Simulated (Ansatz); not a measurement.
# How fast states decay through Al2ZnSe2O2, part 2 of 3

Wanted: the relaxed cell of Al2ZnSe2O2, its band edges and its decay constants. It is built by putting O for S in the Al2ZnSe2S2 structure of space group C2, with the volume rescaled by atomic radii. The parent structure comes from the Materials Project.

Ansatz 0.2.0; r2SCAN DFT, plane waves, PAW files (the session's first sound run).

So far. Step 2 (Cell and atoms at rest): The largest force component on a free atom ends at 0.0082 eV/Å.

The structure was built from a prototype and need not be the compound's stable phase.

## 3. The bulk crystal and its band edges

The energy window and the wavevectors of the next steps follow from the band edges, so these are searched first, off the mesh as well.

File input.yaml:

```yaml
crystal:
  lattice:
    - [3.504317645, -4.6550172436, 0.1064048597]
    - [3.504317645, 4.6550172436, 0.1064048597]
    - [-3.3741034588, 0.0, 3.7190011957]
  atoms:
    - { symbol: Al, position: [0.4702109592, 0.5297890408, 0.0] }
    - { symbol: Al, position: [0.2814231908, 0.7185768092, 0.5] }
    - { symbol: Zn, position: [0.9756322791, 0.0243677209, 0.0] }
    - { symbol: Se, position: [0.8600556565, 0.6017851412, 0.4913333523] }
    - { symbol: Se, position: [0.3982148588, 0.1399443435, 0.5086666477] }
    - { symbol: O, position: [0.5514731473, 0.7870105918, 0.8934570724] }
    - { symbol: O, position: [0.2129894082, 0.4485268527, 0.1065429276] }
kpoints:
  mp_grid: { grid: [6, 6, 6] }
  band_path: { path: [VBM, CBM], npoints: 30 }
scf:
  occupations: { method: fixed }
hamiltonian:
  xc: r2scan
output:
  eigenvalues: true
  write_potential: true
  write_density: true
  volumetric_format: npy
  elf: true
```

Command:

```bash
$ ansatz run input.yaml --threads 2 --pin off --max-ram 4096MiB --backend cpu --events-out ev --progress --plain --runs-dir out
```

Numbers of over 12 decimals in the logs are rounded to 6 here.

The log of the run:

```text
[...]
Crystal: 7 atoms, lattice volume = 124.676 Å³
Basis set: ecut = 500 eV, 3143 PW (Γ), exchange–correlation on 180×180×160 points (64 copies of the dense FFT grid, shifted against one another)
Bands: 38, of which v1, the nominal top of the filled ones, is band 31 counted from 1 (30 counted from 0)
Symmetry: 2 space group operations
[...]
k-points: 68 of 216 (time reversal used)
[...]
SCF iter   1: F=—  HF=-16506.646067 eV  |F-HF|=—  |Δ(HF+E_count)|=         —  Δρ=1.04e-2  dr2=1.03e-1  dr2_τ=1.88e-1  ethr=1.77e-3  ⟨swp⟩=4.7  Hψ=9479  notcnv=0  defer=301
[...]
SCF iter   8: F=-16506.763447 eV  HF=-16506.763447 eV  |F-HF|=2.66e-9  |Δ(HF+E_count)|=   8.01e-8  Δρ=4.10e-6  dr2=3.05e-8  dr2_τ=4.71e-10  ethr=1.61e-10  ⟨swp⟩=9.3  Hψ=9847  notcnv=0
SCF 1 converged in 8 iterations: F = -16506.763447 eV  dr2 = 3.05e-8
[...]
NSCF: frozen V_eff on 68 k-points
[...]
SCF converged after 8 iterations
Free energy (F): -16506.763447 eV
[...]
Internal energy: -16506.763447 eV  (E = F + TS)
E sigma→0 (E₀):  -16506.763447 eV
Fermi energy:    6.347281 eV
[...]
--- Band table (eV; the first three rows and the last of 68) ---
  k-point 0: bands = [... 27 lower, 3.7357, 4.4351, 4.7558, 5.9733, 7.3047, 9.8907, 10.9965, 11.1462, ... 3 higher]
  k-point 1: bands = [... 27 lower, 3.6862, 3.8414, 4.3688, 6.0227, 7.8991, 10.9986, 11.1372, 11.6618, ... 3 higher]
  k-point 2: bands = [... 27 lower, 3.8011, 4.1279, 4.2569, 6.1290, 9.0334, 10.5449, 11.5041, 12.3739, ... 3 higher]
  k-point 67: bands = [... 27 lower, 3.9412, 3.9476, 5.0307, 6.3473, 8.0540, 10.8665, 11.0471, 12.5784, ... 3 higher]
```

It took 26 s on 2 threads of AMD EPYC 9R45, shared host; peak memory 0.93 GiB; 51 s of CPU time.

Reading the cycles: dr2 is the Hartree energy of the density residual (eV), the measure of convergence; HF is the Harris–Foulkes estimate of the energy, which meets the free energy F at convergence.

Numbers from this step:

- Fermi energy: 6.347 eV
- gap on the k-mesh: 0.9574 eV
- gap on path: 0.9574 eV, by band count; negative where bands overlap
- direct gap on path: 1.331 eV
- edge places on path: 0, 1.823 1/A along the path

Electronic bands along the path, in eV, zero at the Fermi level (highest filled level under fixed occupations); v1 is the highest filled band, c1 the lowest empty one:

```tsv
point	v4	v3	v2	v1	c1	c2	c3	c4
VBM	-2.41	-2.40	-1.32	0.00	1.71	4.52	4.70	6.23
halfway	-2.41	-2.03	-1.88	-1.35	3.63	4.12	4.76	5.03
CBM	-2.61	-1.91	-1.59	-0.37	0.96	3.54	4.65	4.80
```

ELF in the ab plane of the cell as run, not the conventional one, at fractional z = 0.491, with atoms of Al and Se within 0.2 Å of it. It is the smooth field of the valence electrons, not physical close to the nuclei.

Ten even steps from '_' (0.00) to '@' (0.90), each cell a mean:
```
__..==##@@@@@@@@##--______......
::..--**@@@@@@##--..__..::======
**==----======::..____--++######
%%%%**..____________..++##%%%%%%
@@@@##________..____--**%%##**##
@@@@##..____....____==####--::**
@@@@**..____..____..++%%**::::##
%%##--..__________..**%%%%####%%
##--..____________..++%%@@@@@@%%
--..______..::----..::++%%@@%%##
____..::==++**####++....==++++::
____--++####%%%%@@%%==..__..____
__::++##%%##++**@@@@##::________
__--**%%##==..++@@@@##::________
__--**####==--**@@%%**..________
__::++##%%%%%%%%%%##--__________
```
Columns run along a (5.8 Å), rows up along b (5.8 Å). Atoms in or near the plane, at fractional coordinates: Al at (0.28, 0.72), Se at (0.86, 0.60), Se at (0.40, 0.14).

Electrostatic potential energy in the ab plane of the cell as run, not the conventional one, at fractional z = 0.491, with atoms of Al and Se within 0.2 Å of it. With pseudopotentials it is smooth inside the atoms' cores, unlike the true potential.

Values in eV, 16 rows by 16 columns, each cell a mean:
```
 11  11  10   7   1  -3  -2   4   8   9  10  10  10  11  11  11
 11  10   8   4  -1  -3  -1   4   7   9   9  10  10  10  10  10
  8   8   4  -5 -10 -10  -9  -1   6   8   9   9   9   8   7   7
  3   5  -4  -9  -3  -4 -11  -3   5   8   9   8   5  -2  -6  -5
 -6   1  -8  -6   1  -3 -10  -1   7   9   8   5  -6 -11  -9 -12
 -9   0  -8  -9  -6  -9  -6   4   8   9   7  -3 -10  -3  -1  -8
 -6   2  -3  -9  -9  -4   4   8  10  10   6  -7  -8   0  -1  -9
  3   6   4   1   2   5   8  10  10  10   6  -6 -10  -6  -9 -10
  8   8   7   7   7   9  10  10  11  10   9   3  -6  -9  -5   4
 10   9   9   8   9   9   9   9  10  10  10   9   7   7   8   9
 10  10   9   9   8   6   3   2   5   9  11  11  11  11  11  11
 10  10   9   8   4  -5 -10 -10  -6   5  10  11  11  11  11  11
 11  10   9   6  -5 -10  -5  -5 -11   2  10  11  11  11  11  11
 11  10   9   2 -11  -4   1  -2 -11   2  10  11  11  11  11  11
 11  11   9   0 -11  -5  -2  -8  -8   6  10  11  11  11  11  11
 11  11   9   3  -9 -12 -12  -9   3   9  10  11  11  11  11  11
```
Columns run along a (5.8 Å; values clipped at the 3rd and 97th percentile), rows up along b (5.8 Å). Atoms in or near the plane, at fractional coordinates: Al at (0.28, 0.72), Se at (0.86, 0.60), Se at (0.40, 0.14).

Valence density in the ab plane of the cell as run, not the conventional one, at fractional z = 0.491, with atoms of Al and Se within 0.2 Å of it. It is the smooth field of the valence electrons, not physical close to the nuclei.

Ten steps, logarithmic in the rise over the least value, from '_' (0 e/Å³) to '@' (32 e/Å³), each cell a mean:
```
______..::::::..________________
______..........________________
..____......______________......
......__________________..::::::
::::..________________..::==**==
--::..________________::++%%@@**
::....______________..::**@@@@++
....________________..::++**++--
____________________....::::::..
______________________........__
__________..........____________
________..::----::..____________
______..::++####--..____________
______..--##@@%%==..____________
______..==##%%**::..____________
______..--====--..______________
```
Columns run along a (5.8 Å), rows up along b (5.8 Å). Atoms in or near the plane, at fractional coordinates: Al at (0.28, 0.72), Se at (0.86, 0.60), Se at (0.40, 0.14).

The searched edges give 0.957 eV, as on the mesh.

## 4. Decaying states in the gap, plane (001)

This step: r2SCAN DFT, plane waves, PAW files; complex bands by layer matching along the plane's normal (Ansatz 0.2.0).

The same crystal is laid in a cell whose first two vectors span the (001) plane (indices of the standard conventional cell, whose axes can be ordered otherwise than in the bulk input). At fixed energy and wavevector in the plane the solver finds all kz, real and complex. A few wavevectors are listed, (0, 0) and (-0.5, -0.5) in units of the plane's reciprocal vectors; the slowest state needn't be among them.

Edit input.yaml of step 3 so:

```diff
@@ -2,5 +2,5 @@
   lattice:
-    - [3.504317645, -4.6550172436, 0.1064048597]
-    - [3.504317645, 4.6550172436, 0.1064048597]
-    - [-3.3741034588, 0.0, 3.7190011957]
+    - [5.827585237, 0.0, 0.0]
+    - [-1.609177902, 5.601008496, 0.0]
+    - [-1.961054197, -2.603798151, 3.819691829]
   atoms:
@@ -15,3 +15,2 @@
   mp_grid: { grid: [6, 6, 6] }
-  band_path: { path: [VBM, CBM], npoints: 30 }
 scf:
@@ -22,5 +21,6 @@
   eigenvalues: true
-  write_potential: true
-  write_density: true
-  volumetric_format: npy
-  elf: true
+  transmission:
+    leads: [[0, 0]]
+    kpoints: [[0.0, 0.0], [-0.5, -0.5]]
+    e_range: [-1.0, 1.96]
+    de: 0.07
```

The log of the run:

```text
[...]
Crystal: 7 atoms, lattice volume = 124.676 Å³
Basis set: ecut = 500 eV, 3143 PW (Γ), exchange–correlation on 180×180×160 points (64 copies of the dense FFT grid, shifted against one another)
Bands: 38, of which v1, the nominal top of the filled ones, is band 31 counted from 1 (30 counted from 0)
Symmetry: 2 space group operations
[...]
k-points: 68 of 216 (time reversal used)
[...]
SCF iter   1: F=—  HF=-16506.646073 eV  |F-HF|=—  |Δ(HF+E_count)|=         —  Δρ=1.04e-2  dr2=1.03e-1  dr2_τ=1.88e-1  ethr=1.77e-3  ⟨swp⟩=4.7  Hψ=9479  notcnv=0  defer=301
[...]
SCF iter   8: F=-16506.763452 eV  HF=-16506.763452 eV  |F-HF|=2.61e-9  |Δ(HF+E_count)|=   8.14e-8  Δρ=4.10e-6  dr2=3.06e-8  dr2_τ=4.80e-10  ethr=1.61e-10  ⟨swp⟩=9.2  Hψ=9750  notcnv=0
SCF 1 converged in 8 iterations: F = -16506.763452 eV  dr2 = 3.06e-8
[...]
transmission: 6 of 12 steps passed
transmission: 12 of 12 steps passed
SCF converged after 8 iterations
Free energy (F): -16506.763452 eV
[...]
Internal energy: -16506.763452 eV  (E = F + TS)
E sigma→0 (E₀):  -16506.763452 eV
Fermi energy:    6.347281 eV
[...]
--- Band table (eV; the first three rows and the last of 68) ---
  k-point 0: bands = [... 27 lower, 3.7357, 4.4351, 4.7558, 5.9733, 7.3047, 9.8907, 10.9965, 11.1462, ... 3 higher]
  k-point 1: bands = [... 27 lower, 3.6862, 3.8414, 4.3688, 6.0227, 7.8991, 10.9986, 11.1372, 11.6618, ... 3 higher]
  k-point 2: bands = [... 27 lower, 3.8011, 4.1279, 4.2569, 6.1290, 9.0334, 10.5448, 11.5041, 12.3739, ... 3 higher]
  k-point 67: bands = [... 27 lower, 3.9412, 3.9476, 5.0307, 6.3473, 8.0540, 10.8665, 11.0471, 12.5784, ... 3 higher]
--- Transmission ---
  basis      : 337 plane waves across, 6 finite elements along
  points     : 2, as listed
  energies   : 43 from -1.000000 to 1.940000 eV about the Fermi level, 0.070000 eV apart; the leads are filled to 0.478688 eV, and channels, transmission and decay are at 0.470000 eV
  crystal 0  : O2Al2Zn1Se2, at the sites [0, 0], period 3.8197 Å: whole cells are its period
    offset         : up to 0.0000 Å between an atom of the period and one for which it stands
    channels       : 0.000000e0 a spin
    conductance    : none, the energies end too early or step too widely for 300 K: set another output.transmission.e_range or a lower de, or, where they end at an eighth of basis.ecutwfc, a higher one
    slowest decay  : 0.1681 /Å at (0.0000, 0.0000)
```

Elapsed: 33 s, on 2 threads; peak memory 1.5 GiB; 66 s of CPU time.

Numbers from this step:

- free energy: -16506.7635 eV
- level to which the leads are filled: 0.4787 eV from the Fermi level
- decay constant at the filling level, zone centre: 0.1681 Å⁻¹
- decay constant at the filling level, slowest listed point: 0.1681 Å⁻¹

K parallel (0, 0); values up to 1.5 1/Å, a degenerate pair printed once or twice; energies at which all values exceed this have no row. Table of Im kz of the slowest decaying states by energy, zero at the highest filled level on the SCF mesh:

```tsv
energy (eV)	decay 1 (Å⁻¹)	decay 2 (Å⁻¹)	decay 3 (Å⁻¹)	decay 4 (Å⁻¹)
-1.00	0.106	0.155	0.513	0.696
-0.79	0.145	0.172	0.509	0.641
-0.58	0.171	0.183	0.486	0.752
-0.37	0.189	0.190	0.471	0.761
-0.16	0.0696	0.188	0.192	0.458
-0.02	0.192	0.226	0.339	0.446
0.05	0.191	0.226	0.397	0.439
0.26	0.183	0.233	0.417	0.483
0.47	0.168	0.240	0.393	0.517
0.68	0.139	0.245	0.367	0.531
0.89	0.0748	0.248	0.341	0.535
1.10	0.250	0.318	0.533	0.812
1.31	0.251	0.297	0.526	0.796
1.52	0.250	0.280	0.517	0.788
1.73	0.248	0.264	0.505	0.782
1.94	0.244	0.249	0.489	0.774
```

K parallel (-0.5, -0.5); values up to 1.5 1/Å, a degenerate pair printed once or twice; energies at which all values exceed this have no row. The Im kz of the slowest decaying states by energy, zero at the highest filled level on the SCF mesh:

```tsv
energy (eV)	decay 1 (Å⁻¹)	decay 2 (Å⁻¹)	decay 3 (Å⁻¹)	decay 4 (Å⁻¹)
-1.00	0.149	0.192	0.517	0.535
-0.79	0.184	0.220	0.490	0.510
-0.58	0.208	0.249	0.436	0.465
-0.37	0.220	0.226	0.447	0.524
-0.16	0.234	0.238	0.430	0.513
-0.02	0.244	0.245	0.419	0.507
0.05	0.187	0.243	0.248	0.414
0.26	0.255	0.256	0.377	0.394
0.47	0.256	0.259	0.380	0.464
0.68	0.253	0.261	0.362	0.469
0.89	0.243	0.261	0.345	0.455
1.10	0.223	0.259	0.331	0.439
1.31	0.190	0.256	0.320	0.422
1.52	0.135	0.251	0.311	0.402
1.73	0.245	0.304	0.381	0.599
1.94	0.237	0.298	0.356	0.587
```

At the listed wavevectors the last open channel is at -0.02 eV and the next at +0.96 eV on the grid. At +0.47 eV, the grid energy nearest the filling level (the middle of the gap on the SCF mesh), the slowest state at the listed wavevectors decays with κ = 0.168 Å⁻¹, its amplitude falling by e over 5.9 Å. Through 1 nm of this crystal that state's transmission falls by exp(−2 × 0.168 Å⁻¹ × 10 Å) = 0.035.

## 5. Decaying states in the gap, plane (010)

The same for the (010) plane, at (0, 0), (-0.5, -0.5) and (0.5, 0), to see how the decay depends on direction.

File input.yaml:

```yaml
crystal:
  lattice:
    - [5.021508144, 0.0, 0.0]
    - [0.469803693, 5.333689454, 0.0]
    - [-2.275852226, 2.666844727, 4.655017244]
  atoms:
    - { symbol: Al, position: [0.5297890408, 0.4702109592, 0.0595780816] }
    - { symbol: Al, position: [0.2185768092, 0.2814231908, 0.4371536184] }
    - { symbol: Zn, position: [0.0243677209, 0.9756322791, 0.0487354418] }
    - { symbol: Se, position: [0.6312776958, 0.8600556565, 0.7417294847] }
    - { symbol: Se, position: [0.1104517889, 0.3982148588, 0.7417294847] }
    - { symbol: O, position: [0.3419839251, 0.5514731473, 0.2355374445] }
    - { symbol: O, position: [0.8935535194, 0.2129894082, 0.2355374445] }
kpoints:
  mp_grid: { grid: [6, 6, 6] }
scf:
  occupations: { method: fixed }
hamiltonian:
  xc: r2scan
output:
  eigenvalues: true
  transmission:
    leads: [[0, 0]]
    kpoints: [[0.0, 0.0], [-0.5, -0.5], [0.5, 0.0]]
    e_range: [-1.0, 1.96]
    de: 0.05
```

The log of the run:

```text
[...]
Crystal: 7 atoms, lattice volume = 124.676 Å³
Basis set: ecut = 500 eV, 3143 PW (Γ), exchange–correlation on 160×160×180 points (64 copies of the dense FFT grid, shifted against one another)
Bands: 38, of which v1, the nominal top of the filled ones, is band 31 counted from 1 (30 counted from 0)
Symmetry: 2 space group operations
[...]
k-points: 68 of 216 (time reversal used)
[...]
SCF iter   1: F=—  HF=-16506.646062 eV  |F-HF|=—  |Δ(HF+E_count)|=         —  Δρ=1.04e-2  dr2=1.03e-1  dr2_τ=1.88e-1  ethr=1.77e-3  ⟨swp⟩=4.7  Hψ=9479  notcnv=0  defer=301
[...]
SCF iter   8: F=-16506.763454 eV  HF=-16506.763454 eV  |F-HF|=2.53e-9  |Δ(HF+E_count)|=   7.98e-8  Δρ=4.11e-6  dr2=3.07e-8  dr2_τ=4.83e-10  ethr=1.61e-10  ⟨swp⟩=9.3  Hψ=9850  notcnv=0
SCF 1 converged in 8 iterations: F = -16506.763454 eV  dr2 = 3.07e-8
[...]
transmission: 7 of 21 steps passed
transmission: 14 of 21 steps passed
transmission: 21 of 21 steps passed
SCF converged after 8 iterations
Free energy (F): -16506.763454 eV
[...]
Internal energy: -16506.763454 eV  (E = F + TS)
E sigma→0 (E₀):  -16506.763454 eV
Fermi energy:    6.347282 eV
[...]
--- Band table (eV; the first three rows and the last of 68) ---
  k-point 0: bands = [... 27 lower, 3.7357, 4.4351, 4.7558, 5.9733, 7.3047, 9.8907, 10.9965, 11.1462, ... 3 higher]
  k-point 1: bands = [... 27 lower, 3.7373, 3.8741, 4.7657, 5.9579, 8.1261, 10.0486, 10.5925, 11.3314, ... 3 higher]
  k-point 2: bands = [... 27 lower, 3.2204, 3.6965, 4.8161, 5.9798, 9.4900, 9.9041, 10.3958, 10.8601, ... 3 higher]
  k-point 67: bands = [... 27 lower, 3.9412, 3.9476, 5.0307, 6.3473, 8.0540, 10.8665, 11.0471, 12.5784, ... 3 higher]
--- Transmission ---
  basis      : 275 plane waves across, 7 finite elements along
  points     : 3, as listed
[...]
crystal 0  : Se2Zn1Al2O2, at the sites [0, 0], period 4.6550 Å: whole cells are its period
[...]
channels       : 0.000000e0 a spin
[...]
slowest decay  : 0.1395 /Å at (0.0000, 0.0000)
```

Wall time 34 s (2 threads); peak memory 1.2 GiB.

Numbers from this step:

```
decay constant at the filling level, zone centre          : 0.1395 Å⁻¹
decay constant at the filling level, slowest listed point : 0.1395 Å⁻¹
```

K parallel (0, 0); values up to 1.5 1/Å, a degenerate pair printed once or twice; energies at which all values exceed this have no row. Table of Im kz of the slowest decaying states by energy, zero at the highest filled level on the SCF mesh:

```tsv
energy (eV)	decay 1 (Å⁻¹)	decay 2 (Å⁻¹)	decay 3 (Å⁻¹)	decay 4 (Å⁻¹)
-1.000	0.191	0.418	0.486	0.559
-0.800	0.197	0.390	0.499	0.573
-0.600	0.199	0.333	0.506	0.586
-0.400	0.0997	0.198	0.510	0.598
-0.200	0.192	0.211	0.402	0.511
0.000	0.183	0.285	0.504	0.510
0.200	0.170	0.317	0.507	0.567
0.400	0.151	0.334	0.503	0.612
0.600	0.125	0.343	0.497	0.603
0.800	0.0859	0.347	0.489	0.593
1.000	0.347	0.480	0.581	0.656
1.200	0.344	0.469	0.569	0.657
1.400	0.339	0.456	0.555	0.657
1.600	0.331	0.441	0.539	0.656
1.800	0.321	0.423	0.522	0.656
```

K parallel (-0.5, -0.5); values up to 1.5 1/Å, a degenerate pair printed once or twice; energies at which all values exceed this have no row. Table of Im kz of the slowest decaying states by energy, zero at the highest filled level on the SCF mesh:

```tsv
energy (eV)	decay 1 (Å⁻¹)	decay 2 (Å⁻¹)	decay 3 (Å⁻¹)	decay 4 (Å⁻¹)
-1.000	0.341	0.346	0.406	0.577
-0.800	0.352	0.415	0.616	0.794
-0.600	0.355	0.438	0.583	0.939
-0.400	0.355	0.441	0.464	0.530
-0.200	0.222	0.352	0.445	0.478
0.000	0.00589	0.351	0.447	0.486
0.200	0.306	0.387	0.448	0.490
0.400	0.309	0.446	0.452	0.491
0.600	0.295	0.442	0.489	0.489
0.800	0.274	0.437	0.486	0.509
1.000	0.249	0.430	0.481	0.519
1.200	0.215	0.421	0.474	0.522
1.400	0.171	0.411	0.466	0.519
1.600	0.103	0.399	0.456	0.513
1.800	0.385	0.445	0.504	0.787
```

K parallel (0.5, 0); values up to 1.5 1/Å, a degenerate pair printed once or twice; energies at which all values exceed this have no row. Table of Im kz of the slowest decaying states by energy, zero at the highest filled level on the SCF mesh:

```tsv
energy (eV)	decay 1 (Å⁻¹)	decay 2 (Å⁻¹)	decay 3 (Å⁻¹)
-1.00	0.368	0.446	1.19
-0.90	0.373	0.461	1.18
-0.80	0.376	0.475	1.18
-0.70	0.378	0.488	1.18
-0.60	0.380	0.500	1.17
-0.50	0.381	0.511	1.17
-0.40	0.381	0.521	1.16
-0.30	0.380	0.530	1.16
-0.20	0.379	0.539	1.15
-0.10	0.378	0.548	1.15
0.00	0.375	0.555	1.14
0.10	0.373	0.563	1.14
0.20	0.370	0.569	1.13
0.30	0.367	0.576	1.13
0.40	0.363	0.582	1.12
0.55	0.356	0.589	1.12
0.65	0.351	0.594	1.11
0.75	0.346	0.599	1.11
0.85	0.340	0.603	1.10
0.95	0.334	0.606	1.09
1.05	0.327	0.610	1.09
1.15	0.320	0.613	1.08
1.25	0.312	0.615	1.08
1.35	0.304	0.617	1.07
1.45	0.294	0.619	1.07
1.55	0.285	0.621	1.06
1.65	0.274	0.622	1.06
1.75	0.263	0.623	1.05
1.85	0.250	0.624	1.05
1.95	0.237	0.624	1.04
```

At the listed wavevectors the last open channel is at -0.05 eV and the next at +1.00 eV on the grid. At +0.50 eV, the grid energy nearest the filling level (the middle of the gap on the SCF mesh), the slowest state at the listed wavevectors decays with κ = 0.140 Å⁻¹, its amplitude falling by e over 7.2 Å; the first such run, plane (001), gave 0.168 Å⁻¹.

[end of part 2 of 3]

[Logs are printed without paths, hosts, clocks, repeated set-up lines and the standing remarks that a program may print on its own settings, such as how far it seeks lower states.]

[Hosts, paths, dates, database ids (printed as entryN), source tags and the programs' standing remarks are cut or masked in the printed files.]
